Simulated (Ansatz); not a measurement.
# Convergence of a linear-scaling basis for (8,0) carbon nanotube bundle (64 atoms), part 2 of 2

Aim: test how closely localised support functions follow the reference on (8,0) carbon nanotube bundle (64 atoms), and at what cost. A setting counts as converged where the r.m.s. difference of forces stays under 1 % of the r.m.s. force.

Ansatz 0.2.0; Kohn-Sham DFT, PBE+D3(BJ), PAW (set soft_2), plane waves.

So far. Step 4 (Support functions medium): Forces differ from the reference by 1.4 meV/Å r.m.s., 0.070 % of their size, well within a tolerance of 1 %; the energy by -3.7 meV/atom. It took 93 s and 12 cycles; the reference's time can't be set against it, since the two runs asked for unlike analyses. Step 5 (Support functions high): Forces differ from the reference by 0.96 meV/Å r.m.s., 0.049 % of their size, well within a tolerance of 1 %; the energy by -3.7 meV/atom.

## (6) Support functions medium, radius 2.92 Å

The radius confines each support function; a larger one gives more freedom and more work per atom.

This step: Kohn-Sham DFT, PBE+D3(BJ), PAW (set soft_2), localised support functions (medium) (Ansatz 0.2.0).

Contents of input.yaml:

```yaml
crystal:
  lattice:
    - [9.56434, 0.0, 0.0]
    - [-4.78217, 8.28296, 0.0]
    - [0.0, 0.0, 8.52169]
  atoms:
    [... the 64 atom lines of step 2 ...]
kpoints:
  mp_grid: { grid: [2, 2, 2] }
hamiltonian:
  xc: pbe
  dispersion: d3bj
scf:
  occupations: { method: fermi_dirac, width: 0.05 }
  eigensolver: { kind: { support_functions: { accuracy: medium, radius: 2.92 } } }
  max_iter: 150
output:
  forces: true
  eigenvalues: true
```

Started as:

```sh
$ ansatz run input.yaml --threads 4 --pin off --max-ram 8192MiB --backend cpu --events-out ev --progress --plain --runs-dir out
```

Numbers of over 12 decimals in the logs are rounded to 6 here.

The log of the run:

```text
Warning: scf.eigensolver.kind.support_functions: disabling space-group detection — the functions' gradient is summed over unrotated k-points, so no spatial operation reduces the k-mesh or symmetrises the density; time reversal is kept, so that k and −k are solved as one point where they differ and the mesh holds both, and exact exchange and, on two spinor components, a DFT+U term hold to it where the run has them: [...]
settings of this run that can trade accuracy for cost: scf.eigensolver.kind.support_functions [...]
Engine: ansatz 0.2.0, aarch64-unknown-linux-gnu
Pseudopotentials: kind: paw
Pseudopotential: C, paw, valence charge 4, recommended cutoff 420 eV (normal), C.paw.azcp
[... 5 lines on functional and potentials left out ...]
Error: SCF: the radius of support functions is under 3.27 Å, the least for these sites at the functions' level (scf.eigensolver.kind.support_functions.accuracy). Use scf.eigensolver.kind: auto, or type scf.eigensolver.kind.support_functions.radius at least as long, [...]
```

The job ended after 0.57 s (4 threads of Arm Neoverse V2, shared host; peak memory 0.17 GiB).

The program refuses radii under 3.27 Å for these atoms at this level.

## (7) Support functions medium, radius 3.34 Å

The radius confines each support function; a larger one gives more freedom and more work per atom.

input.yaml, the sections that differ from step 6:

```yaml
scf:
  occupations: { method: fermi_dirac, width: 0.05 }
  eigensolver: { kind: { support_functions: { accuracy: medium, radius: 3.34 } } }
  max_iter: 150
# crystal, kpoints, hamiltonian, output: as in step 6
```

The log of the run:

```text
[...]
Crystal: 64 atoms, lattice volume = 675.097 Å³
Basis set: ecut = 420 eV, 13193 PW (Γ), exchange–correlation on 128×128×120 points (8 copies of the dense FFT grid, shifted against one another)
Bands: 154, of which v1, the nominal top of the filled ones, is band 128 counted from 1 (127 counted from 0)
Symmetry: 1 space group operations
k-points: 8
[...]
SCF iter   1: F=—  HF=-16064.684247 eV  |F-HF|=—  |Δ(HF+E_count)|=         —  Δρ=1.00e-1  dr2=6.78e1  ethr=1.00e-1
[...]
SCF iter  11: F=—  HF=-16050.420894 eV  |F-HF|=—  |Δ(HF+E_count)|=   1.03e-3  Δρ=2.15e-5  dr2=7.40e-6  ethr=1.24e-8  κ⁻¹=7.6e-6(r=7)
SCF iter  12: F=-16050.421685 eV  HF=-16050.421684 eV  |F-HF|=6.08e-7  |Δ(HF+E_count)|=   7.90e-4  Δρ=9.89e-6  dr2=1.25e-6  ethr=2.89e-9
SCF 1 converged in 12 iterations: F = -16050.430378 eV  dr2 = 1.25e-6
[...]
SCF converged after 12 iterations
[...]
Free energy (F): -16050.430378 eV
[...]
Internal energy: -16050.400817 eV  (E = F + TS)
E sigma→0 (E₀):  -16050.415598 eV
Entropy (-TS):   -0.029561 eV (-0.462 meV/atom)
Fermi energy:    5.239939 eV
[...]
Σ components = -16050.430378   (vs F -16050.430378, Δ=0.00e0)
--- Forces (eV/Å), atoms counted from 1 ---
  atom   1  C      0.46444440    -0.45691678    -0.34547989
  atom   2  C      0.35457119     2.71673889     4.27719425
  atom   3  C     -2.23274557     1.04571891    -0.05429838
  atom   4  C      2.20734091    -0.35934036     2.67507570
[...]
atom  64  C      1.72349779    -2.30559351    -2.14987762
  max |Σ_I F_I| component: 1.43e-3 eV/Å
--- Band table (eV; the first three rows and the last of 8) ---
[...]
```

The job ended after 88 s (4 threads; peak memory 2.1 GiB; 5.5 min of CPU time).

Keys that differ from the reference: support_functions.accuracy = "medium", support_functions.radius = 3.34 and scf.max_iter = 150.

Forces differ from the reference by 1.4 meV/Å r.m.s., 0.071 % of their size, well within a tolerance of 1 %; the energy by -3.7 meV/atom. It took 88 s and 12 cycles; the reference's time can't be set against it, since the two runs asked for unlike analyses.

## (8) Support functions medium, radius 3.58 Å

The radius confines each support function; a larger one gives more freedom and more work per atom.

input.yaml, the sections that differ from step 7:

```yaml
scf:
  occupations: { method: fermi_dirac, width: 0.05 }
  eigensolver: { kind: { support_functions: { accuracy: medium, radius: 3.58 } } }
  max_iter: 150
# crystal, kpoints, hamiltonian, output: as in step 7
```

The log of the run:

```text
[...]
Crystal: 64 atoms, lattice volume = 675.097 Å³
Basis set: ecut = 420 eV, 13193 PW (Γ), exchange–correlation on 128×128×120 points (8 copies of the dense FFT grid, shifted against one another)
Bands: 154, of which v1, the nominal top of the filled ones, is band 128 counted from 1 (127 counted from 0)
Symmetry: 1 space group operations
k-points: 8
[...]
SCF iter   1: F=—  HF=-16065.976001 eV  |F-HF|=—  |Δ(HF+E_count)|=         —  Δρ=1.01e-1  dr2=6.90e1  ethr=1.00e-1
[...]
SCF iter  11: F=—  HF=-16050.425003 eV  |F-HF|=—  |Δ(HF+E_count)|=   5.90e-4  Δρ=2.18e-5  dr2=7.62e-6  ethr=1.28e-8  κ⁻¹=7.8e-6(r=7)
SCF iter  12: F=-16050.425449 eV  HF=-16050.425448 eV  |F-HF|=6.40e-7  |Δ(HF+E_count)|=   4.45e-4  Δρ=1.00e-5  dr2=1.23e-6  ethr=2.98e-9
SCF 1 converged in 12 iterations: F = -16050.430403 eV  dr2 = 1.23e-6
[...]
SCF converged after 12 iterations
[...]
Free energy (F): -16050.430403 eV
[...]
Internal energy: -16050.400833 eV  (E = F + TS)
E sigma→0 (E₀):  -16050.415618 eV
Entropy (-TS):   -0.029571 eV (-0.462 meV/atom)
Fermi energy:    5.239810 eV
[...]
Σ components = -16050.430403   (vs F -16050.430403, Δ=0.00e0)
--- Forces (eV/Å), atoms counted from 1 ---
  atom   1  C      0.46412663    -0.45700810    -0.34571596
  atom   2  C      0.35479182     2.71702407     4.27715260
  atom   3  C     -2.23269482     1.04597162    -0.05440868
  atom   4  C      2.20759621    -0.35934191     2.67538673
[...]
atom  64  C      1.72308327    -2.30577114    -2.14986674
  max |Σ_I F_I| component: 5.72e-4 eV/Å
--- Band table (eV; the first three rows and the last of 8) ---
[...]
```

Run time: 1.7 min. Hardware: 4 threads; peak memory 2.4 GiB; 6.3 min of CPU time.

Keys that differ from the reference: support_functions.accuracy = "medium", support_functions.radius = 3.58 and scf.max_iter = 150.

Forces differ from the reference by 1.3 meV/Å r.m.s., 0.069 % of their size, well within a tolerance of 1 %; the energy by -3.7 meV/atom. It took 1.7 min and 12 cycles; the reference's time can't be set against it, since the two runs asked for unlike analyses.

## (9) Another try, on a changed input

The input is spoilt on purpose; the run shows how that looks.

This step: Kohn-Sham DFT, PBE+D3(BJ), PAW (set soft_2), plane waves (Ansatz 0.2.0).

input.yaml, the sections that differ from step 8:

```yaml
scf:
  occupations: { method: fermi_dirac, width: 0.3 }
  n_extra_bands: 0
  max_iter: 60
output:
  forces: true
# crystal, kpoints, hamiltonian: as in step 8
```

The log of the run:

```text
Error: inconsistent input (scf.n_extra_bands, scf.occupations.method): n_bands = 128 leaves no empty band above the 128 bands per channel that the deck's 256 electrons occupy, and the occupations search for the Fermi level (a smearing at a finite width, or tetrahedra): [...]
```

The job ended after 0.03 s (4 threads; peak memory 0.062 GiB).

The input was rejected at the start.

The program's message: “Error: inconsistent input (scf.n_extra_bands, scf.occupations.method): n_bands = 128 leaves no empty band above the 128 bands per channel that the deck's 256 electrons occupy, and the occupations sear …”

The fault in the input: too few bands (scf.n_extra_bands = 0 and scf.occupations = {"method": "fermi_dirac", "width": 0.3}). The fix is to take out scf.n_extra_bands.

## (10) What each setting buys

Differences are against the plane-wave reference (Kohn-Sham DFT, PBE+D3(BJ), PAW (set soft_2), plane waves), whose r.m.s. force component is 1.94 eV/Å. Energies are set beside the reference only for runs with its functional, potentials and electron count. Times are for 4 threads of Arm Neoverse V2, shared host. The reference's time includes the DOS, ELF, the stress and grids, which some other runs skip.

```
                                    run  Δ force, r.m.s. (meV/Å)  share of r.m.s. force (%)  Δ energy (meV/atom)  cycles     time  host memory (GiB)
                              reference                        -                          -                    -       7     37 s                2.9
                  support functions low                     1.38                     0.0715                -3.70      11     80 s                2.2
               support functions medium                     1.35                     0.0698                -3.70      12     93 s                2.2
                 support functions high                    0.957                     0.0494                -3.70      16  4.2 min                4.2
support functions medium, radius 3.34 Å                     1.38                     0.0711                -3.70      12     88 s                2.1
support functions medium, radius 3.58 Å                     1.33                     0.0688                -3.70      12  1.7 min                2.4
```

## (11) The reference in detail

The comparisons rest on this run, so its electronic structure is set out here.

Length of the force by element:

```
element  coordination  atoms  mean length of the force (eV/Å)  spread  least  most
      C           all     64                             2.92    1.65  0.354  9.42
```

The mean of these charges, 0.040 e, is only the charge that the projection spills.

Löwdin charges by element (they lack the spilled electrons, 0.040 e an atom on average):

```
element  coordination  atoms  mean charge (e)  spread   least    most
      C           all     64           0.0395   0.007  0.0243  0.0553
```

States in the cell by windows of 1 eV, zero at the Fermi level; the larger projections on atomic orbitals stand beside the total:

```
from (eV)  to (eV)  total   C p  C s
      -10       -9   14.0  11.6  2.3
       -9       -8   12.3  10.5  1.6
       -8       -7   28.0  25.5  2.2
       -7       -6   23.9  23.0  0.8
       -6       -5   15.2  14.4  0.7
       -5       -4   23.1  22.5  0.5
       -4       -3   14.6  14.4  0.2
       -3       -2   14.1  13.9  0.1
       -2       -1    8.6   8.6  0.0
       -1        0    2.8   2.7  0.0
        0        1    5.8   5.6  0.1
        1        2    7.6   7.1  0.2
        2        3   15.1  14.2  0.3
        3        4    6.4   4.6  0.1
        4        5   13.3   9.0  0.7
```

The curve was stored every 0.100 eV, coarse against its broadening of 0.08 eV, so these counts are rough.

Between -20 and -10 eV lie 99 more states.

The levels nearest the highest filled one (over half full), pooled over k-points and spins:

```
level less the highest filled one (eV)  occupation
                                -0.485           2
                                -0.354        2.00
                                -0.263        2.00
                               -0.0957        1.88
                               -0.0557        1.75
                                     0        1.39
                                 0.063       0.782
                                 0.178       0.121
                                 0.229       0.046
                                 0.231       0.044
                                 0.417       0.001
                                 0.531           0
```

ELF in the ca plane at fractional y = 0.643, with atoms of C within 0.2 Å of it. It is the smooth field of the valence electrons, not physical close to the nuclei.

Ten even steps from '0' (0.00) to '9' (0.91), each cell a mean:
```
942651036427942651037537
943762137527943751036417
668975568975568975569976
136627953752137637944762
137627953762137527943651
668985568975568975668975
942662137527953762137527
942651036427952651036427
668984258976668973259976
247876668963248875568962
015666777740015766677741
002455566520003555566520
001222233200001222233210
000000000000000000000000
000000000000000000000000
000000000000000000000000
000000000000000000000000
000000000000000000000000
000000000000000000000000
001332222100001232222100
013565555410003565555310
026777666630026776666630
258976568863258976568862
668973258976668973258976
```
Columns run along c (8.5 Å), rows up along a (9.6 Å). Atoms in or near the plane, at fractional coordinates: C at (0.08, 0.70), C at (0.17, 0.82), C at (0.08, 0.95), C at (0.42, 0.70), C at (0.33, 0.82), C at (0.42, 0.95), C at (0.58, 0.70), C at (0.67, 0.81), C at (0.58, 0.95), C at (0.92, 0.70), C at (0.83, 0.81), C at (0.92, 0.94).

Electrostatic potential energy in the ca plane at fractional y = 0.643, with atoms of C within 0.2 Å of it. With pseudopotentials it is smooth inside the atoms' cores, unlike the true potential.

Ten even steps from '_' (-61 eV) to '@' (10 eV), each cell a mean:
```
++..__--%%@@@@%%**..__--++____==%%@@@@@@##::__--
++..__--%%@@@@%%**..__==++..__==%%@@@@%%**..__::
%%**++**++##%%**++++**##%%##******##%%##**++==**
@@%%##::__--++..__--%%@@@@@@##::__--**..__==%%@@
@@%%##::__--**::__==%%@@@@@@##::__--++..__==%%@@
%%**++++++##%%##**++++##%%##++++++##%%**++++++##
**..__--%%@@@@%%**..__--**..__==%%@@@@%%**..__--
**..__--%%@@@@@@##..__--**..__--%%@@@@@@**..__--
%%##**##%%%%@@%%%%##**##%%**++##%%@@@@%%%%****##
@@@@@@%%%%%%@@%%%%%%@@@@@@@@@@%%%%%%@@%%%%%%@@@@
@@@@@@@@%%@@@@@@%%@@@@@@@@@@@@@@@@@@@@%%%%@@@@@@
@@@@@@@@@@@@@@@@@@@@@@@@@@@@@@@@@@@@@@@@@@@@@@@@
@@@@@@@@@@@@@@@@@@@@@@@@@@@@@@@@@@@@@@@@@@@@@@@@
@@@@@@@@@@@@@@@@@@@@@@@@@@@@@@@@@@@@@@@@@@@@@@@@
@@@@@@@@@@@@@@@@@@@@@@@@@@@@@@@@@@@@@@@@@@@@@@@@
@@@@@@@@@@@@@@@@@@@@@@@@@@@@@@@@@@@@@@@@@@@@@@@@
@@@@@@@@@@@@@@@@@@@@@@@@@@@@@@@@@@@@@@@@@@@@@@@@
@@@@@@@@@@@@@@@@@@@@@@@@@@@@@@@@@@@@@@@@@@@@@@@@
@@@@@@@@@@@@@@@@@@@@@@@@@@@@@@@@@@@@@@@@@@@@@@@@
@@@@@@@@@@@@@@@@@@@@@@@@@@@@@@@@@@@@@@@@@@@@@@@@
@@@@@@@@@@@@@@@@@@@@@@@@@@@@@@@@@@@@@@@@@@@@@@@@
@@@@@@@@%%@@@@@@@@@@@@@@@@@@@@%%%%@@@@@@@@@@@@@@
@@@@%%%%%%%%@@%%%%%%@@@@@@@@%%%%%%%%@@%%%%@@@@@@
%%**++##%%@@@@%%%%****##%%**++##%%@@@@%%%%####%%
```
Columns run along c (8.5 Å; values clipped at the 3rd and 97th percentile), rows up along a (9.6 Å). Atoms in or near the plane, at fractional coordinates: C at (0.08, 0.70), C at (0.17, 0.82), C at (0.08, 0.95), C at (0.42, 0.70), C at (0.33, 0.82), C at (0.42, 0.95), C at (0.58, 0.70), C at (0.67, 0.81), C at (0.58, 0.95), C at (0.92, 0.70), C at (0.83, 0.81), C at (0.92, 0.94).

Löwdin charges run from +0.02 to +0.06 e, about a mean that is the spilled charge alone. Within 0.4 eV of the Fermi level the largest share is C p (97 % of the projected weight).

## (12) Local order

These statistics describe the geometry on which the runs were made.

Density 1.89 g/cm³, 10.55 Å³ an atom.

Pair distribution function in bins of 0.1 Å:

```
r (Å)  total
 1.15   0.00
 1.25   0.16
 1.35   5.49
 1.45   6.84
 1.55   0.23
 1.65   0.00
 1.75   0.00
 1.85   0.00
 1.95   0.00
 2.05   0.00
 2.15   0.00
 2.25   0.15
 2.35   2.02
 2.45   5.73
 2.55   0.61
 2.65   0.11
 2.75   1.58
 2.85   1.40
 2.95   0.12
 3.05   0.00
 3.15   0.00
 3.25   0.00
 3.35   0.09
 3.45   0.37
 3.55   1.37
 3.65   0.69
 3.75   2.13
 3.85   0.50
 3.95   0.45
 4.05   1.82
 4.15   1.03
 4.25   1.25
 4.35   0.87
 4.45   1.10
 4.55   0.40
 4.65   0.79
 4.75   0.66
 4.85   1.43
 4.95   1.78
 5.05   0.74
 5.15   1.02
 5.25   1.24
 5.35   0.94
 5.45   0.67
```

Bonds by pair of elements; cutoffs follow the first minimum of g(r), held within bounds set by covalent radii, and pairs that aren't listed don't count as bonded:

```
pair A-B  cutoff (Å)  bonds  mean length (Å)  spread (Å)  shortest (Å)  B about A  A about B
     C-C        1.85     96             1.42       0.044          1.27          3          3
```

How many atoms have how many bonded neighbours:

```
element  mean   3
      C     3  64
```

Rings of the network by King's shortest-path rule, up to 12 atoms, one path for each pair of neighbours; H, halogens, alkali and alkaline-earth atoms are left out, and the last column divides by all other atoms, bonded or not:

```
ring size (atoms)  rings  per network atom
                6     32               0.5
```

Counting bonds as in the table, all C atoms have 3 bonded neighbours. All rings counted have 6 atoms.

A closer look about C50, which bears the longest force: 13 atoms, nearest first, numbered in the order of the input, with positions taken from that point.

```
atom      x      y      z  distance (Å)  bonds  Löwdin charge (e)     Fx     Fy  Fz (eV/Å)
 C50   0.00   0.00   0.00          0.00      3               0.04  -1.25  -8.34      -4.20
 C49   0.20   1.08   0.64          1.27      3               0.05   0.63   5.55       5.72
 C47  -0.03  -0.08  -1.43          1.44      3               0.04  -0.10   0.60      -0.54
 C53   0.24  -1.30   0.67          1.49      3               0.05  -2.18   3.05       1.97
 C46   0.83   2.13  -0.01          2.29      3               0.03   2.29   2.86      -1.63
 C12   0.17   1.10   2.12          2.40      3               0.04   0.26   1.29      -3.26
 C54   0.85  -2.30  -0.04          2.45      3               0.03   1.38  -1.08      -0.15
 C44   0.16   1.13  -2.18          2.46      3               0.03   0.46   0.21       1.59
 C16   0.18  -1.27   2.10          2.46      3               0.02   1.17  -1.21      -0.59
 C48   0.23  -1.30  -2.14          2.52      3               0.04  -2.02   3.06      -2.33
 C43   0.85   2.18  -1.43          2.74      3               0.04  -0.29  -0.45      -0.11
 C15   0.01  -0.05   2.79          2.79      3               0.05  -1.15  -2.60       2.70
 C51   0.90  -2.24  -1.45          2.82      3               0.05   0.46  -2.49       0.95
```

The column of bonds counts only the pairs C-C within 1.85 Å; other neighbours, such as metal atoms beside each other in a compound, aren't counted, and periodic images can show an atom twice.

## (13) Summary of results

```yaml
free_energy_per_atom: -250.7843 eV/atom
density: 1.891 g/cm³
pressure: 8.827 GPa
r_m_s_force_component: 1.936 eV/Å
wall_time_of_the_6_dft_runs: 11 min
```

What this shows: Against plane waves at 420 eV, the forces differ by 1.4 meV/Å (0.070 %) with support functions medium, and by 0.96 meV/Å in the closest run (support functions high). At 64 atoms the fastest of the runs at a preset level, support functions low, takes roughly 2.2 times the time of plane waves (whose run also made extra analyses, so the like-for-like ratio is larger), in 11 SCF cycles against 7. Differences between support functions and plane waves include what basis error the plane-wave run still has. As the radius goes from 3.34 to 3.58 Å, the force difference goes from 1.4 to 1.3 meV/Å, and the time from 88 s to 1.7 min.

Counting bands leaves a spacing of only 0.063 eV (on the run's k-points), which the smearing bridges: 7 levels are partly filled by over 2 %, so a gap, if any, is small at this level. Counting bonds as in the table, all C atoms have 3 bonded neighbours.

Caveats: The geometry was built by rule, was displaced at random and isn't relaxed at this level: its force components are 1.9 eV/Å r.m.s. The stress is far from hydrostatic: its diagonal is 7.7, 11.6, 7.1 GPa, compression counted positive. The pressure of 8.8 GPa belongs to a cell and atoms that aren't relaxed at this level.

[Logs are printed without paths, hosts, clocks, repeated set-up lines and the standing remarks that a program may print on its own settings, such as how far it seeks lower states.]

[Hosts, paths, dates, database ids (printed as entryN), source tags and the programs' standing remarks are cut or masked in the printed files.]
